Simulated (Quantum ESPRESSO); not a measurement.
# Grüneisen parameters and expansion of Al (Fm-3m), part 2 of 7

Wanted: mode Grüneisen parameters of Al and a free-energy fit over volumes.

Measurements to reproduce:
- volume expansion coefficient 69 1e-6/K and heat capacity C_P per formula unit 24.2 J/mol/K near room temperature (given in “High-Throughput Prediction of Finite-Temperature Properties using the Quasi-Harmonic Approximation”, 2016, arXiv:1603.06924)

Quantum ESPRESSO 7.5; DFT LDA, scalar-relativistic, plane waves, GBRV ultrasoft pseudopotentials.

So far. Step 2 (A first coarse run): The start is under -3.8 GPa at this level and looks like a metal on this mesh.

## Step 3: Finding the static equilibrium

The vibrations must be taken about the equilibrium of this functional, not about the starting cell, so the structure is relaxed.

Contents of relax.in:

```
&CONTROL
  calculation   = 'vc-relax'
  prefix        = 'x'
  outdir        = './tmp'
  pseudo_dir    = './pseudo'
  tprnfor       = .true.
  tstress       = .true.
  forc_conv_thr = 2.0d-05
  etot_conv_thr = 1.0d-07
  nstep         = 40
/
&SYSTEM
  ibrav       = 0
  nat         = 1
  ntyp        = 1
  ecutwfc     = 40.0
  ecutrho     = 240.0
  occupations = 'smearing'
  smearing    = 'mv'
  degauss     = 0.02
/
&ELECTRONS
  conv_thr         = 1.0d-11
  mixing_beta      = 0.7
  electron_maxstep = 100
/
&IONS
/
&CELL
  press_conv_thr = 0.1
/
ATOMIC_SPECIES
 Al     26.9815  Al.upf
CELL_PARAMETERS angstrom
     0.000000000    2.024805000    2.024805000
     2.024805000    0.000000000    2.024805000
     2.024805000    2.024805000    0.000000000
ATOMIC_POSITIONS crystal
 Al     0.000000000   0.000000000   0.000000000
K_POINTS automatic
 16 16 16 0 0 0
```

The run is started by

```sh
OMP_NUM_THREADS=1 mpirun -n 8 pw.x -nk 8 -in relax.in > relax.out
```

The program printed:

```text
[banner, memory and clock lines left out]
Program PWSCF v.7.5

     Message from routine setup:
     using ibrav=0 with symmetry is DISCOURAGED, use correct ibrav instead

     G-vector sticks info

     bravais-lattice index     =            0
     lattice parameter (alat)  =       5.4112  a.u.
     unit-cell volume          =     112.0408 (a.u.)^3
     number of atoms/cell      =            1
     number of atomic types    =            1
     number of electrons       =         3.00
     number of Kohn-Sham states=            6
     kinetic-energy cutoff     =      40.0000  Ry
     charge density cutoff     =     240.0000  Ry
     scf convergence threshold =      1.0E-11
     mixing beta               =       0.7000
     number of iterations used =            8  plain     mixing
     energy convergence thresh.=      1.0E-07
     force convergence thresh. =      2.0E-05
     press convergence thresh. =      1.0E-01
     Exchange-correlation= SLA  PZ   NOGX NOGC
                           (   1   1   0   0   0   0   0)
     nstep                     =           40

     celldm(1)=   5.411243  celldm(2)=   0.000000  celldm(3)=   0.000000
     celldm(4)=   0.000000  celldm(5)=   0.000000  celldm(6)=   0.000000

     crystal axes: (cart. coord. in units of alat)
               a(1) = (   0.000000   0.707107   0.707107 )
               a(2) = (   0.707107   0.000000   0.707107 )
               a(3) = (   0.707107   0.707107   0.000000 )

     reciprocal axes: (cart. coord. in units 2 pi/alat)
               b(1) = ( -0.707107  0.707107  0.707107 )
               b(2) = (  0.707107 -0.707107  0.707107 )
               b(3) = (  0.707107  0.707107 -0.707107 )

     PseudoPot. # 1 for Al read from file:
     ./pseudo/Al.upf
     Pseudo is Ultrasoft + core correction, Zval =  3.0
     Using radial grid of  893 points,  3 beta functions with:
                l(1) =   0
                l(2) =   1
                l(3) =   2
     Q(r) pseudized with  8 coefficients,  rinner =    0.900   0.900   0.900
                                                       0.900   0.900

     atomic species   valence    mass     pseudopotential
     Al                3.00    26.98150     Al( 1.00)

     48 Sym. Ops., with inversion, found

   Cartesian axes

     site n.     atom                  positions (alat units)
         1        Al     tau(   1) = (   0.0000000   0.0000000   0.0000000  )

     number of k points=   145  Marzari-Vanderbilt smearing, width (Ry)=  0.0200

     Number of k-points >= 100: set verbosity='high' to print them.

     Dense  grid:     7119 G-vectors     FFT dimensions: (  27,  27,  27)

     Smooth grid:     3839 G-vectors     FFT dimensions: (  24,  24,  24)

     Initial potential from superposition of free atoms

     starting charge       2.9978, renormalised to       3.0000
     Starting wfcs are    4 randomized atomic wfcs +    2 random wfcs

     per-process dynamical memory:     9.9 Mb

     Self-consistent Calculation

     iteration #  1     ecut=    40.00 Ry     beta= 0.70
     Davidson diagonalization with overlap
     ethr =  1.00E-02,  avg # of iterations =  5.5

     Threshold (ethr) on eigenvalues was too large:
     Diagonalizing with lowered threshold

     Davidson diagonalization with overlap
     ethr =  2.00E-04,  avg # of iterations =  2.1

     total energy              =      -6.64384247 Ry
     estimated scf accuracy    <       0.00598676 Ry

     iteration #  2     ecut=    40.00 Ry     beta= 0.70
     Davidson diagonalization with overlap
     ethr =  2.00E-04,  avg # of iterations =  1.0

     total energy              =      -6.64391557 Ry
     estimated scf accuracy    <       0.00031529 Ry

     iteration #  3     ecut=    40.00 Ry     beta= 0.70
     Davidson diagonalization with overlap
     ethr =  1.05E-05,  avg # of iterations =  2.6

     total energy              =      -6.64393079 Ry
     estimated scf accuracy    <       0.00000129 Ry

     iteration #  4     ecut=    40.00 Ry     beta= 0.70
     Davidson diagonalization with overlap
     ethr =  4.31E-08,  avg # of iterations =  2.3

     total energy              =      -6.64393130 Ry
     estimated scf accuracy    <       0.00000001 Ry

     iteration #  5     ecut=    40.00 Ry     beta= 0.70
     Davidson diagonalization with overlap
     ethr =  3.35E-10,  avg # of iterations =  2.0

     total energy              =      -6.64393130 Ry
     estimated scf accuracy    <          9.5E-10 Ry

     iteration #  6     ecut=    40.00 Ry     beta= 0.70
     Davidson diagonalization with overlap
     ethr =  3.17E-11,  avg # of iterations =  1.0

     End of self-consistent calculation

     Number of k-points >= 100: set verbosity='high' to print the bands.

     the Fermi energy is     7.6574 ev

!    total energy              =      -6.64393130 Ry
     estimated scf accuracy    <          2.9E-12 Ry
     smearing contrib. (-TS)   =       0.00000093 Ry
     internal energy E=F+TS    =      -6.64393224 Ry

     The total energy is F=E-TS. E is the sum of the following terms:
     one-electron contribution =       2.96444778 Ry
     hartree contribution      =       0.00841767 Ry
     xc contribution           =      -4.22471283 Ry
     ewald contribution        =      -5.39208485 Ry

     convergence has been achieved in   6 iterations

     Forces acting on atoms (cartesian axes, Ry/au):

     atom    1 type  1   force =     0.00000000    0.00000000    0.00000000

     Total force =     0.000000     Total SCF correction =     0.000000

     Computing stress (Cartesian axis) and pressure

          total   stress  (Ry/bohr**3)                   (kbar)     P=      -37.11
  -0.00025229  -0.00000000  -0.00000000          -37.11       -0.00       -0.00
  -0.00000000  -0.00025229  -0.00000000           -0.00      -37.11       -0.00
  -0.00000000  -0.00000000  -0.00025229           -0.00       -0.00      -37.11

     BFGS Geometry Optimization
     Energy error            =      5.4E-04 Ry
     Gradient error          =      0.0E+00 Ry/Bohr
     Cell gradient error     =      3.7E+01 kbar

     number of scf cycles    =   1
     number of bfgs steps    =   0

     enthalpy           new  =      -6.6439313036 Ry

     new trust radius        =       0.0133524604 bohr
     new conv_thr            =            1.0E-11 Ry

     new unit-cell volume =    109.93412 a.u.^3 (    16.29056 Ang^3 )
     density =      2.75029 g/cm^3

CELL_PARAMETERS (angstrom)
  -0.000000000   2.012033956   2.012033956
   2.012033956  -0.000000000   2.012033956
   2.012033956   2.012033956  -0.000000000

ATOMIC_POSITIONS (crystal)
[...]
xc contribution           =      -4.25272076 Ry
     ewald contribution        =      -5.48199484 Ry

     convergence has been achieved in   3 iterations

     Forces acting on atoms (cartesian axes, Ry/au):

     atom    1 type  1   force =     0.00000000    0.00000000    0.00000000

     Total force =     0.000000     Total SCF correction =     0.000000

     Computing stress (Cartesian axis) and pressure

          total   stress  (Ry/bohr**3)                   (kbar)     P=        0.05
   0.00000035  -0.00000000  -0.00000000            0.05       -0.00       -0.00
  -0.00000000   0.00000035  -0.00000000           -0.00        0.05       -0.00
  -0.00000000  -0.00000000   0.00000035           -0.00       -0.00        0.05

     Energy error            =      2.4E-09 Ry
     Gradient error          =      0.0E+00 Ry/Bohr
     Cell gradient error     =      5.2E-02 kbar

     bfgs converged in   5 scf cycles and   4 bfgs steps
     (criteria: energy <  1.0E-07 Ry, force <  2.0E-05 Ry/Bohr, cell <  1.0E-01 kbar)

     End of BFGS Geometry Optimization

     Final enthalpy           =      -6.6446433236 Ry

     File ./tmp/x.bfgs deleted, as requested
Begin final coordinates
     new unit-cell volume =    106.61799 a.u.^3 (    15.79916 Ang^3 )
     density =      2.83584 g/cm^3

CELL_PARAMETERS (angstrom)
  -0.000000000   1.991596251   1.991596251
   1.991596251  -0.000000000   1.991596251
   1.991596251   1.991596251  -0.000000000

ATOMIC_POSITIONS (crystal)
Al               0.0000000000        0.0000000000        0.0000000000
End final coordinates

     Writing config-only to output data dir ./tmp/x.save/ :
     XML data file

     Final scf calculation at the relaxed structure.
     The G-vectors are recalculated for the final unit cell
     Results may differ from those at the preceding step.

     G-vector sticks info

     bravais-lattice index     =            0
     lattice parameter (alat)  =       5.4112  a.u.
     unit-cell volume          =     106.6180 (a.u.)^3
     number of atoms/cell      =            1
     number of atomic types    =            1
     number of electrons       =         3.00
     number of Kohn-Sham states=            6
     kinetic-energy cutoff     =      40.0000  Ry
     charge density cutoff     =     240.0000  Ry
     scf convergence threshold =      1.0E-13
     mixing beta               =       0.7000
     number of iterations used =            8  plain     mixing
     press convergence thresh. =      1.0E-01
     Exchange-correlation= SLA  PZ   NOGX NOGC
                           (   1   1   0   0   0   0   0)

     celldm(1)=   5.411243  celldm(2)=   0.000000  celldm(3)=   0.000000
     celldm(4)=   0.000000  celldm(5)=   0.000000  celldm(6)=   0.000000

     crystal axes: (cart. coord. in units of alat)
               a(1) = (  -0.000000   0.695510   0.695510 )
               a(2) = (   0.695510  -0.000000   0.695510 )
               a(3) = (   0.695510   0.695510  -0.000000 )

     reciprocal axes: (cart. coord. in units 2 pi/alat)
               b(1) = ( -0.718897  0.718897  0.718897 )
               b(2) = (  0.718897 -0.718897  0.718897 )
               b(3) = (  0.718897  0.718897 -0.718897 )

     PseudoPot. # 1 for Al read from file:
     ./pseudo/Al.upf
     Pseudo is Ultrasoft + core correction, Zval =  3.0
     Using radial grid of  893 points,  3 beta functions with:
                l(1) =   0
                l(2) =   1
                l(3) =   2
     Q(r) pseudized with  8 coefficients,  rinner =    0.900   0.900   0.900
                                                       0.900   0.900

     atomic species   valence    mass     pseudopotential
     Al                3.00    26.98150     Al( 1.00)

     48 Sym. Ops., with inversion, found

   Cartesian axes

     site n.     atom                  positions (alat units)
         1        Al     tau(   1) = (   0.0000000   0.0000000   0.0000000  )

     number of k points=   145  Marzari-Vanderbilt smearing, width (Ry)=  0.0200

     Number of k-points >= 100: set verbosity='high' to print them.

     Dense  grid:     6735 G-vectors     FFT dimensions: (  27,  27,  27)

     Smooth grid:     3695 G-vectors     FFT dimensions: (  24,  24,  24)

     Initial potential from superposition of free atoms

     starting charge       2.9978, renormalised to       3.0000
     Starting wfcs are    4 randomized atomic wfcs +    2 random wfcs

     per-process dynamical memory:    10.2 Mb

     Self-consistent Calculation

     iteration #  1     ecut=    40.00 Ry     beta= 0.70
     Davidson diagonalization with overlap
     c_bands:  1 eigenvalues not converged
     c_bands:  1 eigenvalues not converged
     c_bands:  1 eigenvalues not converged
     c_bands:  1 eigenvalues not converged
     c_bands:  1 eigenvalues not converged
     c_bands:  1 eigenvalues not converged
     ethr =  1.00E-06,  avg # of iterations = 14.1

     total energy              =      -6.64458357 Ry
     estimated scf accuracy    <       0.00600026 Ry

     iteration #  2     ecut=    40.00 Ry     beta= 0.70
     Davidson diagonalization with overlap
     ethr =  2.00E-04,  avg # of iterations =  1.0

     total energy              =      -6.64462786 Ry
     estimated scf accuracy    <       0.00033229 Ry

     iteration #  3     ecut=    40.00 Ry     beta= 0.70
     Davidson diagonalization with overlap
     ethr =  1.11E-05,  avg # of iterations =  1.1

     total energy              =      -6.64464271 Ry
     estimated scf accuracy    <       0.00000129 Ry

     iteration #  4     ecut=    40.00 Ry     beta= 0.70
     Davidson diagonalization with overlap
     ethr =  4.32E-08,  avg # of iterations =  2.0

     total energy              =      -6.64464324 Ry
     estimated scf accuracy    <       0.00000001 Ry

     iteration #  5     ecut=    40.00 Ry     beta= 0.70
     Davidson diagonalization with overlap
     ethr =  4.07E-10,  avg # of iterations =  1.9

     total energy              =      -6.64464325 Ry
     estimated scf accuracy    <          6.7E-10 Ry

     iteration #  6     ecut=    40.00 Ry     beta= 0.70
     Davidson diagonalization with overlap
     ethr =  2.24E-11,  avg # of iterations =  1.1

     total energy              =      -6.64464325 Ry
     estimated scf accuracy    <          1.1E-11 Ry

     iteration #  7     ecut=    40.00 Ry     beta= 0.70
     Davidson diagonalization with overlap
     ethr =  3.54E-13,  avg # of iterations =  1.6

     total energy              =      -6.64464325 Ry
     estimated scf accuracy    <          1.5E-13 Ry

     iteration #  8     ecut=    40.00 Ry     beta= 0.70
     Davidson diagonalization with overlap
     ethr =  1.00E-13,  avg # of iterations =  1.0

     End of self-consistent calculation

     Number of k-points >= 100: set verbosity='high' to print the bands.

     the Fermi energy is     8.1795 ev

!    total energy              =      -6.64464325 Ry
     estimated scf accuracy    <          5.7E-15 Ry
     smearing contrib. (-TS)   =      -0.00000443 Ry
     internal energy E=F+TS    =      -6.64463881 Ry

     The total energy is F=E-TS. E is the sum of the following terms:
     one-electron contribution =       3.08145604 Ry
     hartree contribution      =       0.00862061 Ry
     xc contribution           =      -4.25272063 Ry
     ewald contribution        =      -5.48199484 Ry

     convergence has been achieved in   8 iterations

     Forces acting on atoms (cartesian axes, Ry/au):

     atom    1 type  1   force =     0.00000000    0.00000000    0.00000000

     Total force =     0.000000     Total SCF correction =     0.000000

     Computing stress (Cartesian axis) and pressure

          total   stress  (Ry/bohr**3)                   (kbar)     P=        0.05
   0.00000037   0.00000000   0.00000000            0.05        0.00        0.00
   0.00000000   0.00000037   0.00000000            0.00        0.05        0.00
   0.00000000   0.00000000   0.00000037            0.00        0.00        0.05

     XML data file, charge density, pseudopotentials, collected wavefunctions
```

Wall time 4.2 s (8 MPI ranks of Intel Xeon Platinum 8488C (Sapphire Rapids), shared host).

Relaxation path:

| step | energy less that of the first step (eV) | largest force (eV/Å) | volume (Å³) |
| --- | --- | --- | --- |
| 1 | 0.0000 | 0.0000 | 16.60 |
| 2 | -0.0059 | 0.0000 | 16.29 |
| 3 | -0.0097 | 0.0000 | 15.83 |
| 4 | -0.0097 | 0.0000 | 15.80 |
| 5 | -0.0097 | 0.0000 | 15.80 |
| 6 | -0.0097 | 0.0000 | 15.80 |

```csv
"conventional cell, symmetrised",before,after,change
a (Å),4.050,3.983,-1.6 %
b (Å),4.050,3.983,-1.6 %
c (Å),4.050,3.983,-1.6 %
volume (Å³/atom),16.60,15.80,-4.8 %
```

The relaxed structure:

```
Al
1.0
     0.00000    1.99160    1.99160
     1.99160    0.00000    1.99160
     1.99160    1.99160    0.00000
Al
1
Direct
  0.00000 0.00000 0.00000
```

Numbers from this step:

- volume per atom: 15.80 Å³
- pressure: 0.005 GPa

After the last step pw.x solved the final cell once more on a basis chosen for it, which moves the energy without moving the atoms.

(Part 2 of 7 ends here.)

[Logs are printed without paths, hosts, clocks, repeated set-up lines and the standing remarks that a program may print on its own settings, such as how far it seeks lower states.]

[Hosts, paths, dates, database ids (printed as entryN), source tags and the programs' standing remarks are cut or masked in the printed files.]

[A step with changed settings may run another functional than the one named; its input shows which.]

[Of the runs on displaced cells, only some may be shown.]
